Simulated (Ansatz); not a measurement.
# SnO2 (Cassiterite): how G0W0 depends on its starting point, part 2 of 2

How much of the starting functional survives in the G0W0 gap of SnO2 (Cassiterite)?

Ansatz 0.2.0; G0W0 on several functionals, plane waves, PAW. Known limits of the many-body steps: not at the basis limit; no spin-orbit coupling.

So far. Step 2 (G0W0 on PBE): The gap on the mesh goes from 1.29 eV to 2.94 eV, a correction of +1.65 eV. Between the two edge states, bare exchange in place of the xc potential would open the gap by 10.16 eV, and correlation takes back 8.51 eV.

In doubt: masses and optical values from hybrid runs of this build are listed as unsure (steps 3, 4), which bears on the screening that GW takes from such a start.

## (3) G0W0 on HSE06

The same correction from a different start measures what one shot leaves open.

This step: G0W0 on HSE06, plane waves, PAW.

input.yaml

```yaml
crystal:
  lattice:
    - [4.738, 0.0, 0.0]
    - [0.0, 4.738, 0.0]
    - [0.0, 0.0, 3.1865]
  atoms:
    - { symbol: Sn, position: [0.0, 0.0, 0.0] }
    - { symbol: Sn, position: [0.5, 0.5, 0.5] }
    - { symbol: O, position: [0.3071, 0.3071, 0.0] }
    - { symbol: O, position: [0.1929, 0.8071, 0.5] }
    - { symbol: O, position: [0.6929, 0.6929, 0.0] }
    - { symbol: O, position: [0.8071, 0.1929, 0.5] }
kpoints:
  mp_grid: { grid: [4, 4, 6] }
hamiltonian:
  xc: hse06
  pseudopotentials: { kind: paw, source: ansatz }
scf:
  occupations: { method: fixed }
gw:
  n_empty_bands: 425
  ecut_chi: 190.0
  qp_bands: [v2, c2]
  qp_kpoints: band_edges
  screening: { model: contour_deformation }
```

On the command line:

```
> ansatz run input.yaml --threads 4 --pin off --max-ram 138240MiB --backend cuda --events-out ev --progress --plain --runs-dir out --devices 1 --max-vram 26GiB
```

Numbers of over 12 decimals in the logs are rounded to 6 here.

What it wrote:

```text
GPUs: using 1 of 1 available (devices: 1).
[...]
davidson cushion auto → on  (no smearing: the cushion is to keep the highest requested band from converging to the state above it; pin scf.eigensolver.cushion to override)
[...]
GPU FFT provider: cuFFT
GPU libraries: cuBLAS 13.8.2, cuFFT 12.4.0, cuSOLVER 12.3.4
Crystal: 6 atoms, lattice volume = 71.533 Å³
Basis set: ecut = 930 eV, 4587 PW (Γ)
Bands: 41, of which v1, the nominal top of the filled ones, is band 34 counted from 1 (33 counted from 0)
Symmetry: 16 space group operations
[...]
k-points: 24 of 96
[...]
GPU buffer pool allocated for 104976 grid points (all kernels)
[...]
SCF iter   1: F=—  HF=-21720.775905 eV  |F-HF|=—  |Δ(HF+E_count)|=         —  Δρ=8.48e-2  dr2=3.40e0  ethr=1.00e-1  ⟨swp⟩=4.0  Hψ=2804  notcnv=0
[...]
SCF iter   5: F=-21719.980929 eV  HF=-21719.980884 eV  |F-HF|=4.52e-5  |Δ(HF+E_count)|=   2.00e-4  Δρ=4.73e-4  dr2=4.59e-5  ethr=1.39e-5  ⟨swp⟩=3.0  Hψ=2519  notcnv=0
SCF 1 stopped early in 5 iterations: F = -21719.980929 eV  dr2 = 4.59e-5
[...]
GPU FFT provider: cuFFT
GPU libraries: cuBLAS 13.8.2, cuFFT 12.4.0, cuSOLVER 12.3.4
[...]
GPU buffer pool allocated for 104976 grid points (all kernels)
[...]
Free energy (F): -21727.608460 eV
Frozen-core exchange: fock
[...]
Internal energy: -21727.608460 eV  (E = F + TS)
E sigma→0 (E₀):  -21727.608460 eV
Fermi energy:    9.792893 eV
[...]
--- Band table (eV; the first three rows and the last of 24) ---
  k-point 0: bands = [... 30 lower, 8.7710, 9.0776, 9.0776, 9.7929, 12.8455, 17.9924, 18.0367]
  k-point 1: bands = [... 30 lower, 7.8077, 9.1039, 9.1039, 9.5468, 14.3434, 18.5945, 19.1980]
  k-point 2: bands = [... 30 lower, 7.2266, 8.8040, 8.8040, 8.8873, 16.6192, 19.0040, 20.6263]
  k-point 23: bands = [... 30 lower, 8.8256, 8.8256, 8.8859, 8.8859, 16.7121, 16.7121, 20.6352]
  guard bands above this table: 4 of the run's 41 bands. The solve was not asked for them (output.publish_guard_bands: true or output.eigenvalues: true publishes all)
[...]
0    33      9.0776   -26.5521     4.1403   -22.1348  0.7903     8.7999     8.8006  root
     0    34      9.7929   -27.1909     4.4259   -22.4877  0.7897     9.5149     9.5156  root
     0    35     12.8455   -13.6642    -3.5845   -17.7713  0.8530    13.3693    13.3682  root
     0    36     17.9924   -11.2838    -4.4826   -16.3329  0.8411    18.5612    18.5590  root
     1    33      9.1039   -26.7127     4.1142   -22.3168  0.7912     8.8214     8.8221  root
     1    34      9.5468   -26.8907     4.4467   -22.1411  0.7889     9.2430     9.2439  root
     1    35     14.3434   -14.6890    -3.5430   -18.8601  0.8415    14.9734    14.9715  root
     1    36     18.5945   -12.3496    -4.6435   -17.6559  0.8301    19.2609    19.2573  root
[...]
23    33      8.8859   -26.6323     4.5590   -21.7362  0.7854     8.5477     8.5489  root
    23    34      8.8859   -26.6323     4.5590   -21.7362  0.7854     8.5477     8.5489  root
    23    35     16.7121   -12.6619    -4.2719   -17.5878  0.8439    17.3685    17.3660  root
    23    36     16.7121   -12.6619    -4.2719   -17.5878  0.8439    17.3685    17.3660  root
```

The job ended after 3.2 min (1 × NVIDIA H100 80GB HBM3 (shared by 3 runs) with 4 threads of AMD EPYC 7R13 (Zen 3), shared host; peak memory 3.6 GiB; 2.7 min of CPU time).

Numbers from this step:

```
bands summed                                 : 459
RPA ε∞ on this mesh (eigenvalues)            : 3.316, 3.316, 3.620
plane waves in the screening matrix          : 439
q-points in the mesh                         : 96
G0W0 gap on the mesh                         : 3.853 eV
k of the valence top                         : 0, 0, 0
k of the conduction bottom                   : 0, 0, 0
starting gap on the mesh                     : 3.053 eV
Z at the valence top                         : 0.7897
Z at the conduction bottom                   : 0.8530
least direct G0W0 gap on the computed points : 3.853 eV
```

Against the run with 4×4×6 mesh, 425 empty bands, screening to 190 eV, hard PAW files on PBE, the gap moves by +0.92 eV, while the start moved by +1.77 eV.

## (4) G0W0 on PBE0

This step: G0W0 on PBE0, plane waves, PAW.

input.yaml: that of step 3 with these lines changed.

```diff
@@ -15,3 +15,3 @@
 hamiltonian:
-  xc: hse06
+  xc: pbe0
   pseudopotentials: { kind: paw, source: ansatz }
```

What it wrote:

```text
GPUs: using 1 of 1 available (devices: 1).
[...]
GPU FFT provider: cuFFT
GPU libraries: cuBLAS 13.8.2, cuFFT 12.4.0, cuSOLVER 12.3.4
Crystal: 6 atoms, lattice volume = 71.533 Å³
Basis set: ecut = 930 eV, 4587 PW (Γ)
Bands: 41, of which v1, the nominal top of the filled ones, is band 34 counted from 1 (33 counted from 0)
Symmetry: 16 space group operations
[...]
k-points: 24 of 96
[...]
1    35     14.6886   -14.6502    -3.4843   -18.4926  0.8498    15.0473    15.0468  root
     1    36     18.9752   -12.3272    -4.5282   -17.2478  0.8397    19.3686    19.3676  root
[...]
23    33      8.4793   -26.6299     4.4017   -22.1480  0.7965     8.3991     8.3991  root
    23    34      8.4793   -26.6299     4.4017   -22.1480  0.7965     8.3991     8.3991  root
    23    35     17.0817   -12.6396    -4.1833   -17.1987  0.8520    17.4582    17.4576  root
    23    36     17.0817   -12.6396    -4.1833   -17.1987  0.8520    17.4582    17.4576  root
[key lines of the parts left out:]
Free energy (F): -21726.485927 eV
Fermi energy:    9.392143 eV
```

It took 2.7 min on 1 × NVIDIA H100 80GB HBM3 (shared by 3 runs) with 4 threads; peak memory 3.5 GiB.

This step gave:

| Property | Result |
| --- | --- |
| bands summed | 459 |
| RPA ε∞ on this mesh (eigenvalues) | 3.158, 3.158, 3.447 |
| plane waves in the screening matrix | 439 |
| G0W0 gap on the mesh | 4.064 eV |
| k of the valence top | 0, 0, 0 |
| k of the conduction bottom | 0, 0, 0 |
| starting gap on the mesh | 3.771 eV |
| least direct G0W0 gap on the computed points | 4.064 eV |

Against the run with 4×4×6 mesh, 425 empty bands, screening to 190 eV, hard PAW files on HSE06, the gap moves by +0.21 eV, while the start moved by +0.72 eV.

## (5) Side by side

All on the 4×4×6 mesh with 425 empty bands and screening to 190 eV. Times are wall times on 1 × NVIDIA H100 80GB HBM3 (shared by 3 runs) with 4 threads of AMD EPYC 7R13 (Zen 3), shared host. The host was busy with other work, so they are no guide to cost.

| start | starting gap (eV) | shift (eV) | G0W0 gap (eV) | RPA ε∞ (harmonic mean) | Z (valence, conduction) | time |
| --- | --- | --- | --- | --- | --- | --- |
| PBE | 1.29 | +1.65 | 2.94 | 4.38 | 0.75, 0.82 | 64 s |
| HSE06 | 3.05 | +0.80 | 3.85 | 3.41 | 0.79, 0.85 | 3.2 min |
| PBE0 | 3.77 | +0.29 | 4.06 | 3.25 | 0.80, 0.86 | 2.7 min |

How the two edges are built up, in eV (the quasiparticle level is the starting level plus Σx plus Σc less Vxc):

| run | edge | start | Σx | Σc | Vxc | Z | QP |
| --- | --- | --- | --- | --- | --- | --- | --- |
| PBE | valence top | 11.13 | -27.19 | 5.01 | -21.14 | 0.75 | 10.10 |
| PBE | conduction bottom | 12.42 | -14.47 | -3.50 | -18.59 | 0.82 | 13.04 |
| HSE06 | valence top | 9.79 | -27.19 | 4.43 | -22.49 | 0.79 | 9.52 |
| HSE06 | conduction bottom | 12.85 | -13.66 | -3.58 | -17.77 | 0.85 | 13.37 |
| PBE0 | valence top | 9.39 | -27.19 | 4.28 | -22.89 | 0.80 | 9.38 |
| PBE0 | conduction bottom | 13.16 | -13.65 | -3.52 | -17.45 | 0.86 | 13.44 |

For a hybrid start, Vxc holds its share of exact exchange.

## (6) Outcome

| Item | Value |
| --- | --- |
| G0W0@PBE | 2.94 eV (start 1.29 eV) |
| G0W0@HSE06 | 3.85 eV (start 3.05 eV) |
| G0W0@PBE0 | 4.06 eV (start 3.77 eV) |
| known limits | not at the basis limit; no spin-orbit coupling |

The starting gaps span 2.48 eV and the G0W0 gaps 1.13 eV. Between PBE and PBE0, 1.13 eV of the 2.48 eV survives, 45 %. PBE0 screens less than PBE (ε∞ 3.25 against 4.38). Of the 1.13 eV by which its G0W0 gap is higher, the correlation part gives +0.71 eV, and exchange with the one-particle terms, which follow the orbitals, +0.42 eV. The smallest correction, +0.29 eV, is on PBE0, the start nearest to reproducing itself. Bands and cutoff are finite, so the gap is not at the basis limit. The miss can reach some tenths of an eV and take either sign; the mesh is an error of its own. The program warns that the mesh is coarse for exact exchange, which bears on the hybrid start's gap. The many-body steps are scalar-relativistic: spin-orbit coupling is not in them.

[Paths, hosts, dates, memory and timing lines, banners, echoed tables and standing remarks are left out of the program output.]

[Logs are printed without paths, hosts, clocks, repeated set-up lines and the standing remarks that a program may print on its own settings, such as how far it seeks lower states.]

[Runs of the session that timed out or met a known fault of the program may be left out.]

[Cells called generated may have been cut or substituted from an entry of the Crystallography Open Database or the Materials Project.]

[Hosts, paths, dates, database ids (printed as entryN), source tags and the programs' standing remarks are cut or masked in the printed files.]
